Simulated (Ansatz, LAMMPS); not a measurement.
# Relaxing a frame of liquid K2Si2O5 from 1350 K (117 atoms)

How does a frame of liquid K2Si2O5 from 1350 K (117 atoms) relax, and what do bonds, charges and levels look like afterwards?

Method: Kohn-Sham DFT, PBE, PAW (set soft_2), plane waves, in Ansatz 0.2.0.

Most raw output is cut from this account.

## 1. The starting structure

The cell holds 117 atoms: 26 K, 65 O and 26 Si. Cell: a = 12.768 Å, b = 12.768 Å, c = 12.768 Å, α = 90.0°, β = 90.0°, γ = 90.0°. 117 atoms (26 K, 65 O, 26 Si) placed at random at 2.18 g/cm³, melted at 4500 K for 20 ps at fixed volume with the Morse and Coulomb pair potential with partial charges (Pedone, Malavasi, Menziani, Cormack and Segre, J. Phys. Chem. B 110, 11780 (2006)). Snapshot at the end of a hold of 20 ps at 1350 K and zero pressure.

Limits known from the start: The network of bonds at the start is that of the classical potential that made the cell. The Brillouin zone is sampled at Γ only, in a cell whose shortest periodic width is 13 Å.

## 2. The classical run that made the cell

A classical potential supplies the starting structure, since it reaches far longer times than DFT.

This step: classical MD, Morse and Coulomb pair potential with partial charges (Pedone, Malavasi, Menziani, Cormack and Segre, J. Phys. Chem. B 110, 11780 (2006)) (LAMMPS 22 Jul 2025 - Update 4).

Contents of in.lmp:

```
# melt-quench of K26O65Si26
units metal
atom_style charge
boundary p p p
region box block 0 12.8576 0 12.8576 0 12.8576
create_box 3 box
mass 1 39.0983   # K
mass 2 15.9990   # O
mass 3 28.0850   # Si
create_atoms 1 random 26 321873 NULL overlap 1.5 maxtry 2000
create_atoms 2 random 65 321880 NULL overlap 1.5 maxtry 2000
create_atoms 3 random 26 321887 NULL overlap 1.5 maxtry 2000
pair_style hybrid/overlay pedone 5.5 coul/long 8.0
pair_coeff * * coul/long
pair_coeff 1 2 pedone 0.011612 2.062605 3.305308 5   # K-O
pair_coeff 2 2 pedone 0.042395 1.379316 3.618701 22   # O-O
pair_coeff 2 3 pedone 0.340554 2.006700 2.100000 1   # Si-O
set type 1 charge 0.6
set type 2 charge -1.2
set type 3 charge 2.4
kspace_style pppm 1.0e-4
neigh_modify delay 0 every 1 check yes
thermo_style custom step time temp pe press density
thermo_modify norm yes
timestep 0.002
thermo 100
min_style cg
minimize 1e-4 1e-4 200 2000
reset_timestep 0
velocity all create 4500 321874 mom yes dist gaussian
fix lim all nve/limit 0.05
fix lan all langevin 4500 4500 0.2 321875 zero yes
thermo 500
run 1000 post no
# [... 14 lines left out ...]
compute msd all msd com yes
thermo 2500
fix md all npt temp 1350 1350 0.2 iso 0 0 2
run 10000 post no
print "== T1350: mean square displacement over the hold $(c_msd[4]:%.2f) A^2"
unfix md
uncompute msd
write_dump all custom T1350.dump id type xs ys zs modify sort id
```

Command:

```console
$ lmp -in in.lmp -log none -nocite
```

Run time: 17 s. Hardware: 1 thread of Arm Neoverse V1, shared host; peak memory 0.07 GiB.

## 3. Single point at the start

A single point comes first, to see the forces before anything moves.

Contents of input.yaml:

```yaml
crystal:
  lattice:
    - [12.7679, 0.0, 0.0]
    - [0.0, 12.7679, 0.0]
    - [0.0, 0.0, 12.7679]
  atoms:
    - { symbol: K, position: [0.02889, 0.26555, 0.85142] }
    - { symbol: K, position: [0.44219, 0.33897, 0.0491] }
    - { symbol: K, position: [0.2036, 0.68487, 0.69788] }
    - { symbol: K, position: [0.8661, 0.77785, 0.41803] }
    - { symbol: K, position: [0.32117, 0.64772, 0.23482] }
    - { symbol: K, position: [0.11021, 0.37717, 0.28714] }
    - { symbol: K, position: [0.07041, 0.87192, 0.39794] }
    - { symbol: K, position: [0.38571, 0.58848, 0.90488] }
    - { symbol: K, position: [0.62184, 0.05614, 0.8989] }
    - { symbol: K, position: [0.96039, 0.49498, 0.70032] }
    - { symbol: K, position: [0.31896, 0.17512, 0.29776] }
    - { symbol: K, position: [0.04546, 0.71307, 0.07149] }
    - { symbol: K, position: [0.28068, 0.81184, 0.05134] }
    - { symbol: K, position: [0.7824, 0.57209, 0.62031] }
    - { symbol: K, position: [0.57614, 0.71109, 0.74365] }
    - { symbol: K, position: [0.18315, 0.88141, 0.87972] }
    - { symbol: K, position: [0.65883, 0.62652, 0.43173] }
    - { symbol: K, position: [0.31551, 0.40354, 0.86876] }
    - { symbol: K, position: [0.65421, 0.4771, 0.18586] }
    - { symbol: K, position: [0.63918, 0.79551, 0.54576] }
    - { symbol: K, position: [0.08523, 0.49261, 0.47548] }
    - { symbol: K, position: [0.51682, 0.77949, 0.32319] }
    - { symbol: K, position: [0.69964, 0.87655, 0.82924] }
    - { symbol: K, position: [0.53242, 0.96284, 0.15] }
    - { symbol: K, position: [0.93421, 0.64962, 0.82659] }
    - { symbol: K, position: [0.13733, 0.21702, 0.06451] }
    - { symbol: O, position: [0.88696, 0.48473, 0.16445] }
    - { symbol: O, position: [0.61758, 0.19736, 0.68902] }
    - { symbol: O, position: [0.01988, 0.9529, 0.63799] }
    - { symbol: O, position: [0.89778, 0.37824, 0.5533] }
    - { symbol: O, position: [0.94881, 0.11011, 0.72144] }
    - { symbol: O, position: [0.67361, 0.28738, 0.25123] }
    - { symbol: O, position: [0.12189, 0.15799, 0.62077] }
    - { symbol: O, position: [0.03217, 0.17408, 0.29107] }
    - { symbol: O, position: [0.46823, 0.72671, 0.10224] }
    - { symbol: O, position: [0.25334, 0.31126, 0.55237] }
    - { symbol: O, position: [0.02377, 0.94033, 0.01581] }
    - { symbol: O, position: [0.98003, 0.5252, 0.00262] }
    - { symbol: O, position: [0.47945, 0.57365, 0.37647] }
    - { symbol: O, position: [0.6247, 0.95502, 0.36347] }
    - { symbol: O, position: [0.84875, 0.82932, 0.04458] }
    - { symbol: O, position: [0.57505, 0.85262, 0.00089] }
    - { symbol: O, position: [0.8537, 0.69004, 0.212] }
    - { symbol: O, position: [0.69332, 0.09263, 0.2004] }
    - { symbol: O, position: [0.31572, 0.19834, 0.70461] }
    - { symbol: O, position: [0.77306, 0.53887, 0.01157] }
    - { symbol: O, position: [0.8427, 0.00619, 0.08128] }
    - { symbol: O, position: [0.17758, 0.60438, 0.98607] }
    - { symbol: O, position: [0.02258, 0.60017, 0.29689] }
    - { symbol: O, position: [0.28667, 0.11051, 0.50418] }
    - { symbol: O, position: [0.77057, 0.88331, 0.20017] }
    - { symbol: O, position: [0.71076, 0.55498, 0.81351] }
    - { symbol: O, position: [2.0e-05, 0.08177, 0.47734] }
    - { symbol: O, position: [0.31494, 0.44223, 0.39666] }
    - { symbol: O, position: [0.41437, 0.44155, 0.55782] }
    - { symbol: O, position: [0.80309, 0.17233, 0.8657] }
    - { symbol: O, position: [0.05036, 0.82048, 0.77033] }
    - { symbol: O, position: [0.58735, 0.66789, 0.9376] }
    - { symbol: O, position: [0.4105, 0.43265, 0.23035] }
    - { symbol: O, position: [0.79784, 0.2128, 0.59196] }
    - { symbol: O, position: [0.87138, 0.9871, 0.88947] }
    - { symbol: O, position: [0.70336, 0.22736, 0.04732] }
    - { symbol: O, position: [0.59583, 0.58062, 0.59175] }
    - { symbol: O, position: [0.67462, 0.04629, 0.53685] }
    - { symbol: O, position: [0.71702, 0.31818, 0.45279] }
    - { symbol: O, position: [0.46621, 0.00917, 0.47961] }
    - { symbol: O, position: [0.48899, 0.23918, 0.8237] }
    - { symbol: O, position: [0.53469, 0.17499, 0.14422] }
    - { symbol: O, position: [0.33113, 0.94378, 0.62105] }
    - { symbol: O, position: [0.98426, 0.76029, 0.58304] }
    - { symbol: O, position: [0.85489, 0.35964, 0.97423] }
    - { symbol: O, position: [0.52691, 0.3659, 0.36933] }
    - { symbol: O, position: [0.53424, 0.93175, 0.71028] }
    - { symbol: O, position: [0.24405, 0.52719, 0.58181] }
    - { symbol: O, position: [0.75704, 0.06059, 0.72618] }
    - { symbol: O, position: [0.58242, 0.17134, 0.41181] }
    - { symbol: O, position: [0.84841, 0.84262, 0.68684] }
    - { symbol: O, position: [0.27423, 0.92444, 0.41417] }
    [... 33 atom lines left out ...]
    - { symbol: Si, position: [0.58622, 0.28952, 0.76671] }
    - { symbol: Si, position: [0.29959, 0.44751, 0.53028] }
    - { symbol: Si, position: [0.59721, 0.04431, 0.44667] }
    - { symbol: Si, position: [0.52184, 0.48428, 0.64488] }
    - { symbol: Si, position: [0.10339, 0.51062, 0.968] }
    - { symbol: Si, position: [0.56867, 0.73736, 0.02808] }
kpoints:
  mp_grid: { grid: [1, 1, 1] }
hamiltonian:
  xc: pbe
scf:
  occupations: { method: fermi_dirac, width: 0.116 }
output:
  forces: true
  stress: true
  populations: intrinsic
  dos:
    method: { smearing: { sigma: 0.08 } }
    de: 0.1
    projected: { site_lists: { K: [K], O: [O], Si: [Si] } }
  eigenvalues: true
```

Command:

```console
$ ansatz run input.yaml --threads 4 --pin off --max-ram 8192MiB --backend cpu --events-out ev --progress --plain --runs-dir out
```

Wall time 60 s (4 threads of Arm Neoverse V1, shared host); peak memory 2.9 GiB; 3.9 min of CPU time.

Read from the output:

```
free energy                                      : -93480.4619 eV
free energy per atom                             : -798.9783 eV/atom
SCF cycles                                       : 12
pressure                                         : 4.707 GPa
r.m.s. force component                           : 2.504 eV/Å
longest force                                    : 12.28 eV/Å
Fermi energy                                     : 5.001 eV
gap (highest filled to lowest empty level) : 1.022 eV
```

The r.m.s. force component of 2.5 eV/Å and the pressure of 4.7 GPa set the starting point.

Length of the force by element:

```csv
element,coordination,atoms,mean length of the force (eV/Å),spread,least,most
K,all,26,1.29,0.736,0.0597,2.97
O,all,65,3.38,2.52,0.650,11.9
Si,all,26,5.54,2.69,1.24,12.3
```

## 4. Relaxation

The atoms are relaxed in the fixed cell, aiming at the force tolerance of the input.

input.yaml, the sections that differ from step 3:

```yaml
output:
  forces: true
relax:
  f_tol: 0.05
  max_steps: 200
# crystal, kpoints, hamiltonian, scf: as in step 3
```

It took 13 min on 4 threads; peak memory 2.8 GiB; 51 min of CPU time.

Step by step (22 of 31):

```csv
step,energy less that of the first step (eV),largest force component (eV/Å)
1,0.0000,10.1353
2,-14.7743,6.2414
4,-28.9508,0.9823
5,-31.2643,0.7315
7,-34.5806,0.4392
8,-35.5757,0.3079
10,-36.9774,0.2306
11,-37.4498,0.3119
12,-37.7808,0.1966
14,-38.3472,0.1723
15,-38.5638,0.1565
17,-38.9226,0.1237
18,-39.0862,0.1306
20,-39.3036,0.0791
21,-39.3928,0.0989
22,-39.4694,0.1288
24,-39.6000,0.1148
25,-39.6598,0.0866
27,-39.6789,0.1124
28,-39.6866,0.1614
30,-39.7028,0.0516
31,-39.7047,0.0320
```

Relaxation steps 26, 29 were tried and not accepted.

The atoms that moved most (Å):

```csv
atom,dx,dy,dz,length
K5,-1.614,-1.843,-0.504,2.501
K6,-1.881,-0.383,-0.847,2.099
K10,0.946,-1.610,-0.624,1.969
K13,1.252,1.432,-0.413,1.946
K14,-0.839,-1.302,0.698,1.699
K21,-1.088,1.028,-0.114,1.501
K17,-0.203,-1.348,-0.097,1.366
K26,1.143,0.346,0.515,1.301
```

The relaxation changed the energy by -339 meV/atom, and atoms moved by 0.85 Å r.m.s., 2.5 Å at most.

## 5. Local order after relaxation

Bonds before and after, by the cutoffs listed below:

```csv
pair,bonds before,bonds after,mean before (Å),mean after (Å),spread before (Å),spread after (Å)
O-Si,104,104,1.633,1.646,0.102,0.041
```

Density 2.22 g/cm³, 17.79 Å³ an atom.

Pair distribution functions g(r), in bins of 0.2 Å:

```csv
r (Å),total,O-O,O-K,O-Si,K-K,K-Si,Si-Si
1.50,0.54,0.00,0.00,2.17,0.00,0.00,0.00
1.70,4.08,0.00,0.00,16.54,0.00,0.00,0.00
1.90,0.04,0.00,0.00,0.15,0.00,0.00,0.00
2.10,0.00,0.00,0.00,0.00,0.00,0.00,0.00
2.30,0.00,0.00,0.00,0.00,0.00,0.00,0.00
2.50,0.39,0.36,1.14,0.00,0.00,0.00,0.00
2.70,3.52,8.12,4.11,0.00,0.00,0.00,0.00
2.90,0.53,0.14,1.77,0.00,0.00,0.00,1.10
3.10,0.76,0.16,1.11,0.10,0.24,1.01,6.03
3.30,0.88,0.36,0.67,0.37,1.58,3.12,2.57
3.50,0.81,0.54,0.48,1.00,1.39,2.18,0.00
3.70,0.94,0.57,0.75,1.28,1.61,1.81,0.00
3.90,1.21,0.93,0.79,1.80,2.28,1.62,0.00
4.10,1.08,0.70,0.67,2.03,0.72,1.46,0.44
4.30,1.19,1.00,0.88,1.88,1.46,1.13,0.53
4.50,0.85,0.87,1.09,0.70,0.97,0.42,1.10
4.70,1.01,1.29,1.00,0.76,1.45,0.56,1.11
4.90,1.10,1.46,1.32,0.67,0.72,0.46,1.62
5.10,1.27,1.74,1.30,0.86,1.22,0.62,1.70
5.30,0.99,1.26,1.00,0.89,0.87,0.52,0.87
5.50,0.81,0.75,0.78,1.01,0.65,0.69,0.80
5.70,0.85,0.80,0.80,0.80,0.90,0.80,1.73
5.90,1.01,0.79,1.04,1.23,0.85,1.09,1.12
6.10,0.94,0.72,0.95,1.16,1.31,1.08,0.59
6.30,1.01,0.75,0.95,1.32,0.86,1.36,0.75
```

Bonds by pair of elements; cutoffs follow the first minimum of g(r), held within bounds set by covalent radii, and pairs that aren't listed don't count as bonded:

```csv
pair A-B,cutoff (Å),bonds,mean length (Å),spread (Å),shortest (Å),B about A,A about B
O-K,3.15,120,2.77,0.16,2.43,1.85,4.62
O-Si,2.16,104,1.65,0.041,1.57,1.6,4
```

The cutoff for O-K falls short of the minimum of g(r), so counts run low and odd coordinations can be artefacts.

How many atoms have how many bonded neighbours:

```csv
element,mean,2,3,4,5,6,7
K,4.62,0,3,11,7,3,2
O,3.45,11,24,20,10,0,0
Si,4,0,0,26,0,0,0
```

Bond angles, per cent of each kind in bins of 5°:

```csv
angle (°),O-K-O,K-O-Si,O-Si-O,K-O-K,Si-O-Si
50–55,5.6,0.0,0.0,0.0,0.0
55–60,8.6,0.0,0.0,0.0,0.0
60–65,2.2,0.0,0.0,0.0,0.0
65–70,0.9,0.0,0.0,2.8,0.0
70–75,2.2,0.6,0.0,6.5,0.0
75–80,3.9,1.3,0.0,10.3,0.0
80–85,5.6,5.1,0.0,10.3,0.0
85–90,6.9,12.1,0.0,9.3,0.0
90–95,6.5,12.7,0.0,10.3,0.0
95–100,5.6,19.1,1.3,6.5,0.0
100–105,8.6,6.4,14.1,7.5,0.0
105–110,7.3,8.9,46.8,2.8,0.0
110–115,6.0,5.7,27.6,3.7,0.0
115–120,4.3,3.8,9.0,4.7,0.0
120–125,3.5,4.5,0.6,6.5,0.0
125–130,2.2,3.2,0.6,3.7,12.8
130–135,2.6,2.5,0.0,1.9,7.7
135–140,6.0,3.2,0.0,5.6,10.3
140–145,2.2,4.5,0.0,0.9,17.9
145–150,3.9,2.5,0.0,1.9,25.6
150–155,3.0,1.3,0.0,0.9,10.3
155–160,0.9,0.6,0.0,1.9,10.3
160–165,0.0,0.6,0.0,0.9,2.6
165–170,0.9,0.6,0.0,0.0,0.0
170–175,0.9,0.0,0.0,0.9,2.6
175–180,0.0,0.6,0.0,0.0,0.0
```

Bond angles (no mean is given where the spread exceeds 20°):

```csv
angle,count,mean (°),spread (°)
O-K-O,232,-,-
K-O-Si,157,-,-
O-Si-O,156,109,4.6
K-O-K,107,-,-
Si-O-Si,39,144,10.7
```

Oxygen atoms by the number of network formers (Si, P, Ge, B, Al, As, Ga) bound to them:

```csv
network formers bound to O,O atoms,per cent
0,0,0
1,26,40
2,39,60
```

Network units: each former by its oxygen neighbours and how many of them bridge to another former:

```csv
former,O neighbours,bridging O,atoms
Si,4,1,2
Si,4,2,6
Si,4,3,8
Si,4,4,10
```

Bond length by coordination (bonds to H left out):

```csv
element,coordination,atoms,mean bond length (Å)
K,3,3,2.66
K,4,11,2.73
K,5,7,2.8
K,6,3,2.80
K,7,2,2.84
O,2,11,1.65
O,3,24,2.11
O,4,20,2.37
O,5,10,2.52
```

Rings of the network by King's shortest-path rule, up to 12 atoms, one path for each pair of neighbours; H, halogens, alkali and alkaline-earth atoms are left out, and the last column divides by all other atoms, bonded or not:

```csv
ring size (atoms),rings,per network atom
6,1,0.011
8,3,0.033
10,5,0.055
12,4,0.044
```

First main peaks of g(r), for some of the pairs, lie near 2.7 Å (O-O), 2.7 Å (O-K), 1.6 Å (O-Si), 3.3 Å (K-Si) and 3.1 Å (Si-Si). 60 % of the oxygens bridge two formers (Si) and 40 % are non-bridging. The commonest Si unit has 4 oxygens, 4 of them shared with other formers (10 of 26 atoms). Rings of 10 atoms are the most common (38 % of those counted); sizes run from 6 to 12, where the search stops.

(Part 1 of 2 ends here.)

[Logs are printed without paths, hosts, clocks, repeated set-up lines and the standing remarks that a program may print on its own settings, such as how far it seeks lower states.]

[Hosts, paths, dates, database ids (printed as entryN), source tags and the programs' standing remarks are cut or masked in the printed files.]
